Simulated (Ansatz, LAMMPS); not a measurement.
# Aqueous NH4+ and HCO3-, 3.6 mol of salt per kg of water, from a frame at 300 K (113 atoms): geometry optimisation, part 2 of 2

How does aqueous NH4+ and HCO3-, 3.6 mol of salt per kg of water, from a frame at 300 K (113 atoms) relax, and what do bonds, charges and levels look like afterwards?

Ansatz 0.2.0; Kohn-Sham DFT, PBE+D4, PAW (set soft_2), plane waves.

The cell: 2 N, 72 H, 37 O and 2 C. The network of contacts between molecules at the start is that of the classical potential that made the cell. The concentration wasn't checked against solubility and may exceed it. The density was typed from a rule of thumb and may lie off the real one at this temperature. The Brillouin zone is sampled at Γ only, in a cell whose shortest periodic width is 10 Å.

So far. Step 4 (Relaxation): The relaxation changed the energy by -66.9 meV/atom, and atoms moved by 0.58 Å r.m.s., 1.5 Å at most.

## 6. Single point at the relaxed geometry

One more single point at the end of the walk gives the fuller output and checks the residual forces.

Contents of input.yaml:

```yaml
crystal:
  lattice:
    - [10.22827, 0.0, 0.0]
    - [0.0, 10.22827, 0.0]
    - [0.0, 0.0, 10.22827]
  atoms:
    - { symbol: "N", position: [0.34527, 0.88514, 0.34616] }
    - { symbol: H, position: [0.34162, 0.97078, 0.40687] }
    - { symbol: H, position: [0.25214, 0.86595, 0.31052] }
    - { symbol: H, position: [0.37448, 0.80406, 0.39994] }
    - { symbol: H, position: [0.40891, 0.90567, 0.27031] }
    - { symbol: "N", position: [0.34726, 0.39628, 0.16845] }
    - { symbol: H, position: [0.30547, 0.31201, 0.13161] }
    - { symbol: H, position: [0.33378, 0.40116, 0.27079] }
    - { symbol: H, position: [0.3028, 0.47739, 0.1239] }
    - { symbol: H, position: [0.44649, 0.39414, 0.14626] }
    - { symbol: O, position: [0.76918, 0.53962, 0.05866] }
    - { symbol: C, position: [0.65174, 0.47935, 0.04227] }
    - { symbol: O, position: [0.57196, 0.52605, 0.96122] }
    - { symbol: O, position: [0.6301, 0.38017, 0.11514] }
    - { symbol: H, position: [0.7757, 0.61512, 0.99432] }
    - { symbol: O, position: [0.29026, 0.15263, 0.03675] }
    - { symbol: C, position: [0.1792, 0.07931, 0.02699] }
    - { symbol: O, position: [0.15677, 0.02391, 0.91752] }
    - { symbol: O, position: [0.1098, 0.0707, 0.12788] }
    - { symbol: H, position: [0.33253, 0.17388, 0.9454] }
    - { symbol: O, position: [0.75044, 0.99096, 0.87145] }
    - { symbol: H, position: [0.74333, 0.03955, 0.95519] }
    - { symbol: H, position: [0.82853, 0.02676, 0.82506] }
    - { symbol: O, position: [0.53513, 0.2736, 0.50688] }
    - { symbol: H, position: [0.6095, 0.28171, 0.44489] }
    - { symbol: H, position: [0.57478, 0.28186, 0.59475] }
    - { symbol: O, position: [0.27946, 0.58462, 0.80231] }
    - { symbol: H, position: [0.26484, 0.49883, 0.75961] }
    - { symbol: H, position: [0.36936, 0.61083, 0.77726] }
    - { symbol: O, position: [0.52486, 0.64707, 0.72201] }
    - { symbol: H, position: [0.56401, 0.60286, 0.79787] }
    - { symbol: H, position: [0.55, 0.74127, 0.7267] }
    - { symbol: O, position: [0.12365, 0.772, 0.6364] }
    - { symbol: H, position: [0.09869, 0.74942, 0.7268] }
    - { symbol: H, position: [0.04994, 0.81813, 0.59526] }
    - { symbol: O, position: [0.06063, 0.37155, 0.05757] }
    - { symbol: H, position: [0.04086, 0.44544, 0.11655] }
    - { symbol: H, position: [0.04457, 0.29303, 0.10852] }
    - { symbol: O, position: [0.73829, 0.32658, 0.34627] }
    - { symbol: H, position: [0.80697, 0.26009, 0.3313] }
    - { symbol: H, position: [0.70478, 0.35238, 0.25795] }
    - { symbol: O, position: [0.0741, 0.83854, 0.27183] }
    - { symbol: H, position: [0.07061, 0.91066, 0.20792] }
    - { symbol: H, position: [0.03058, 0.87324, 0.35033] }
    - { symbol: O, position: [0.56304, 0.90492, 0.70888] }
    - { symbol: H, position: [0.61708, 0.94974, 0.77548] }
    - { symbol: H, position: [0.4702, 0.93276, 0.71837] }
    - { symbol: O, position: [0.0656, 0.77399, 0.9121] }
    - { symbol: H, position: [0.12466, 0.72196, 0.96947] }
    - { symbol: H, position: [0.09131, 0.86656, 0.92509] }
    - { symbol: O, position: [0.96136, 0.08757, 0.74328] }
    - { symbol: H, position: [0.03262, 0.05896, 0.80215] }
    - { symbol: H, position: [0.96488, 0.18454, 0.75434] }
    - { symbol: O, position: [0.90397, 0.12417, 0.29061] }
    - { symbol: H, position: [0.98561, 0.11698, 0.24009] }
    - { symbol: H, position: [0.91567, 0.06573, 0.36716] }
    - { symbol: O, position: [0.49051, 0.98439, 0.12541] }
    - { symbol: H, position: [0.42367, 0.04509, 0.09281] }
    - { symbol: H, position: [0.57395, 0.03448, 0.12532] }
    - { symbol: O, position: [0.61059, 0.71289, 0.36127] }
    - { symbol: H, position: [0.58377, 0.702, 0.26972] }
    - { symbol: H, position: [0.67989, 0.6491, 0.38246] }
    - { symbol: O, position: [0.9918, 0.34389, 0.79756] }
    - { symbol: H, position: [0.93067, 0.41426, 0.76788] }
    - { symbol: H, position: [0.0102, 0.35957, 0.89173] }
    - { symbol: O, position: [0.33015, 0.10026, 0.49363] }
    - { symbol: H, position: [0.31927, 0.06239, 0.58217] }
    - { symbol: H, position: [0.41144, 0.15235, 0.49752] }
    - { symbol: O, position: [0.48484, 0.72451, 0.1124] }
    - { symbol: H, position: [0.52265, 0.67111, 0.04129] }
    - { symbol: H, position: [0.49712, 0.81838, 0.09194] }
    - { symbol: O, position: [0.64859, 0.30269, 0.75027] }
    - { symbol: H, position: [0.70146, 0.38429, 0.7446] }
    - { symbol: H, position: [0.70977, 0.23291, 0.77035] }
    - { symbol: O, position: [0.39812, 0.21104, 0.82293] }
    - { symbol: H, position: [0.48195, 0.25782, 0.82135] }
    - { symbol: H, position: [0.33672, 0.26204, 0.76619] }
    - { symbol: O, position: [0.8155, 0.72451, 0.8873] }
    [... 29 atom lines left out ...]
    - { symbol: O, position: [0.30576, 0.95412, 0.71187] }
    - { symbol: H, position: [0.24427, 0.88484, 0.68296] }
    - { symbol: H, position: [0.26519, 0.99102, 0.79159] }
    - { symbol: O, position: [0.2424, 0.62399, 0.04876] }
    - { symbol: H, position: [0.26279, 0.59849, 0.9547] }
    - { symbol: H, position: [0.32004, 0.67516, 0.07585] }
kpoints:
  mp_grid: { grid: [1, 1, 1] }
hamiltonian:
  xc: pbe
  dispersion: d4
scf:
  occupations: { method: fixed }
output:
  forces: true
  stress: true
  populations: true
  dos:
    method: { smearing: { sigma: 0.15 } }
    de: 0.1
    projected: { site_lists: { C: [C], H: [H], "N": ["N"], O: [O] } }
  eigenvalues: true
  write_density: true
  write_potential: true
  volumetric_format: npy
```

On the command line:

```bash
$ ansatz run input.yaml --threads 4 --pin off --max-ram 8192MiB --backend cpu --events-out ev --progress --plain --runs-dir out
```

The job ended after 14 s (4 threads of Arm Neoverse V2, shared host; peak memory 1.2 GiB; 52 s of CPU time).

The program notes that the exchange-correlation potential is rough where the density is thin.

Numbers from this run:

```yaml
free_energy: -23432.0782 eV
free_energy_per_atom: -207.3635 eV/atom
scf_cycles: 9
pressure: 0.04649 GPa
r_m_s_force_component: 0.00357 eV/Å
longest_force: 0.02651 eV/Å
fermi_energy: -1.725 eV
spacing_of_highest_filled_and_lowest_empty_level: 4.587 eV
spilling_of_the_projection: 0.01097
```

Löwdin charges by element and coordination (they lack the spilled electrons, 0.030 e an atom on average):

```
element  coordination  atoms  mean charge (e)  spread   least    most
      C           all      2            0.711  3.0e-4   0.711   0.712
      H           all     72            0.380  0.0175   0.330   0.406
      N           all      2           -0.538  0.0053  -0.544  -0.533
      O           all     37           -0.656  0.0687  -0.711  -0.475
      O             1      4           -0.518  0.0045  -0.522  -0.511
      O             2     33           -0.673  0.0519  -0.711  -0.475
```

States in the cell by windows of 1 eV, zero at the Fermi level; the larger projections on atomic orbitals stand beside the total:

```
from (eV)  to (eV)  total   O p   H s  O s
      -18      -17    4.1   0.1   0.9  2.8
      -17      -16    3.6   0.0   1.3  0.1
      -16      -10    0.0   0.0   0.0  0.0
      -10       -9    1.5   0.8   0.2  0.2
       -9       -8    2.5   1.5   0.4  0.3
       -8       -7   24.7  16.5   6.9  0.2
       -7       -6   47.8  26.6  13.7  0.2
       -6       -5   12.4   7.9   1.3  1.2
       -5       -4   16.9  12.5   1.7  1.8
       -4       -3   26.3  21.2   1.9  2.6
       -3       -2   22.8  19.6   0.8  1.7
       -2       -1   52.7  51.3   0.3  0.2
       -1        0   25.7  25.0   0.1  0.0
        0        1    0.7   0.7   0.0  0.0
        1        4    0.0   0.0   0.0  0.0
        4        5    2.0   0.0   1.2  0.5
```

With fixed occupations the program's Fermi level is the highest filled level; weight inside the gap is the broadening of levels at its edges.

Between -22 and -18 eV lie 70 more states.

The levels nearest the highest filled one (over half full), pooled over k-points and spins:

```
level less the highest filled one (eV)  occupation
                                -0.607           2
                                -0.497           2
                                -0.457           2
                                -0.406           2
                                -0.146           2
                                     0           2
                                  4.59           0
                                  5.68           0
                                  5.96           0
                                  6.26           0
                                  6.37           0
                                  6.46           0
```

Valence density in the bc plane at fractional x = 0.330, with atoms of N and H and O within 0.2 Å of it. It is the smooth field of the valence electrons, not physical close to the nuclei.

Ten steps, logarithmic in the rise over the least value, from '0' (0.0 e/Å³) to '9' (6.6 e/Å³), each cell a mean:
```
01246642000000012222100000000
00135542100000012221000000000
00013443210000123331000000000
10013555310001246653100000111
31113566521001357874100001344
53112356532111346763100013577
74101123333211223432100024799
63100011223211011111000014688
43321000122210000122210012355
35643100011110001345531000122
36775310012222112578852100001
47998521024555433699963100001
47998420136898754578753222223
45665310137998642244432345555
42222100025786421111113567776
21000000013443210000012578875
10000000013442100000001367753
00000000024664100000000234431
00000000246775310000000011110
00000001367887421000000000000
01123222467887531222210000000
11356542345555422345421000000
12478753122222222456521000000
02478752100000012344310000000
```
Columns run along b (10.2 Å), rows up along c (10.2 Å). Atoms in or near the plane, at fractional coordinates: N at (0.89, 0.35), H at (0.97, 0.41), N at (0.40, 0.17), H at (0.40, 0.27), H at (0.17, 0.95), O at (0.10, 0.49), H at (0.06, 0.58), H at (0.26, 0.77), O at (0.41, 0.44), H at (0.51, 0.46), O at (0.66, 0.51), H at (0.68, 0.08).

Electrostatic potential energy in the bc plane at fractional x = 0.330, with atoms of N and H and O within 0.2 Å of it. With pseudopotentials it is smooth inside the atoms' cores, unlike the true potential.

Ten even steps from '_' (-42 eV) to '@' (5 eV), each cell a mean:
```
@@@@@@%%==::##@@@@@@@@@@@@@@@@@@@@@@@@@@@@@@@@@@@@@@@@@@@@
@@@@@@%%==..**@@@@@@@@@@@@@@@@@@@@@@@@@@@@@@@@@@@@@@@@@@@@
@@@@@@@@%%%%%%@@@@@@@@@@@@@@@@@@@@@@@@@@@@@@@@@@@@@@@@@@@@
@@@@@@@@@@%%##%%@@@@@@@@@@@@@@@@##**%%@@@@@@@@@@@@@@@@@@@@
@@@@@@@@@@%%**++**@@@@@@@@@@@@%%--..++@@@@@@@@@@@@@@@@@@@@
##@@@@@@@@@@##..::%%@@@@@@@@@@%%**==**@@@@@@@@@@@@@@##====
++@@@@@@@@@@@@####@@@@@@@@@@@@@@@@@@@@@@@@@@@@@@@@@@==____
##@@@@@@@@@@@@@@@@@@@@@@@@@@@@@@@@@@@@@@@@@@@@@@@@@@**::::
@@%%%%@@@@@@@@@@@@@@@@@@@@@@@@@@@@@@@@@@@@@@@@@@@@@@@@%%%%
%%--::##@@@@@@@@@@@@@@@@@@@@@@@@@@@@%%##%%@@@@@@@@@@@@@@@@
%%==..==##@@@@@@@@@@@@@@@@@@@@@@@@%%--..--%%@@@@@@@@@@@@@@
@@==____::@@@@@@@@@@@@%%##%%%%%%@@##..____**@@@@@@@@@@@@@@
@@++..__--@@@@@@@@@@**..__::..::##%%++::==%%@@@@@@@@@@@@%%
##%%##**%%@@@@@@@@@@++____..==++%%@@@@@@@@@@%%%%%%####**::
##@@@@@@@@@@@@@@@@@@%%==--**@@@@@@@@@@@@@@@@%%##==....--::
@@@@@@@@@@@@@@@@@@@@@@@@%%@@@@@@@@@@@@@@@@@@@@%%::____--%%
@@@@@@@@@@@@@@@@@@@@%%++++%%@@@@@@@@@@@@@@@@@@%%++..::**@@
@@@@@@@@@@@@@@@@@@@@##..::%%@@@@@@@@@@@@@@@@@@@@%%%%%%%%@@
@@@@@@@@@@@@@@@@@@%%++::--##@@@@@@@@@@@@@@@@@@@@@@@@@@@@@@
@@@@@@@@@@@@@@@@%%**..____==%%@@@@@@@@@@@@@@@@@@@@@@@@@@@@
@@@@@@@@@@@@@@%%**::::__..--==%%@@@@@@%%%%@@@@@@@@@@@@@@@@
@@@@@@%%##%%@@@@##**######****%%@@@@%%::==%%@@@@@@@@@@@@@@
@@@@%%++..--##@@@@@@@@@@@@@@@@@@@@@@%%--==%%@@@@@@@@@@@@@@
@@@@@@++..--##@@@@@@@@@@@@@@@@@@@@@@@@%%@@@@@@@@@@@@@@@@@@
```
Columns run along b (10.2 Å; values clipped at the 3rd and 97th percentile), rows up along c (10.2 Å). Atoms in or near the plane, at fractional coordinates: N at (0.89, 0.35), H at (0.97, 0.41), N at (0.40, 0.17), H at (0.40, 0.27), H at (0.17, 0.95), O at (0.10, 0.49), H at (0.06, 0.58), H at (0.26, 0.77), O at (0.41, 0.44), H at (0.51, 0.46), O at (0.66, 0.51), H at (0.68, 0.08).

Mean Löwdin charges: C +0.71, H +0.38, N -0.54, O -0.66 e (they miss 1.1 % of the electrons, so they add up to more than the cell's charge). The largest share in the top eV of filled states is O p (98 % of the projected weight), and in the lowest eV of empty states H s (63 % of the projected weight).

A closer look about N1, one of the 2 N atoms: 8 atoms, nearest first, numbered in the order of the input, with positions taken from that point.

```
atom      x      y      z  distance (Å)  bonds  Löwdin charge (e)
  N1   0.00   0.00   0.00          0.00      4              -0.54
  H5   0.65   0.21  -0.78          1.03      1               0.33
  H3  -0.95  -0.20  -0.36          1.04      1               0.33
  H4   0.30  -0.83   0.55          1.04      1               0.34
  H2  -0.04   0.88   0.62          1.07      1               0.33
 O66  -0.15   2.20   1.51          2.67      2              -0.71
O102  -0.01  -2.26   1.72          2.84      2              -0.67
 O57   1.49   1.02  -2.26          2.89      2              -0.70
```

The column of bonds counts only the pairs H-O within 1.21 Å, H-N within 1.27 Å, O-C within 1.73 Å; other neighbours, such as metal atoms beside each other in a compound, aren't counted, and periodic images can show an atom twice.

## 7. Results

| Property | Result |
| --- | --- |
| energy change in the relaxation | -66.89 meV/atom |
| r.m.s. displacement | 0.584 Å |
| largest displacement | 1.473 Å |
| free energy per atom | -207.3635 eV/atom |
| pressure | 0.04649 GPa |
| r.m.s. force component | 0.00357 eV/Å |
| gap (highest filled to lowest empty level) | 4.587 eV |
| wall time of the 3 DFT runs | 5.2 min |

What this shows: Relaxation lowers the energy by 66.9 meV/atom and moves atoms by 0.58 Å r.m.s.; the r.m.s. force component goes from 0.81 to 0.0036 eV/Å, the pressure goes from 0.17 to 0.046 GPa, and the gap from 4.25 to 4.59 eV. By the final cutoffs no bond was broken or made. From the first step to the last the energy fell by 7.558 eV, and the largest move was 1.47 Å (O27). The O-C bonds change most in mean length: from 1.266 Å (spread 0.038) to 1.299 Å (spread 0.046). By these cutoffs all C atoms have 3, all H atoms have 1, all N atoms have 4 and 89 % of O atoms have 2 bonded neighbours. The 31 water molecules hold 3.16 hydrogen bonds each to other water on average, with a mean O–O distance of 2.75 Å. The highest filled and lowest empty levels differ by 4.59 eV (at Γ alone); a semilocal functional tends to put such gaps too low. In a disordered cell it changes from sample to sample and from frame to frame.

What to keep in mind: The network of contacts between molecules at the start is that of the classical potential that made the cell; in DFT atoms moved by 0.58 Å r.m.s.

[Logs are printed without paths, hosts, clocks, repeated set-up lines and the standing remarks that a program may print on its own settings, such as how far it seeks lower states.]

[Hosts, paths, dates, database ids (printed as entryN), source tags and the programs' standing remarks are cut or masked in the printed files.]
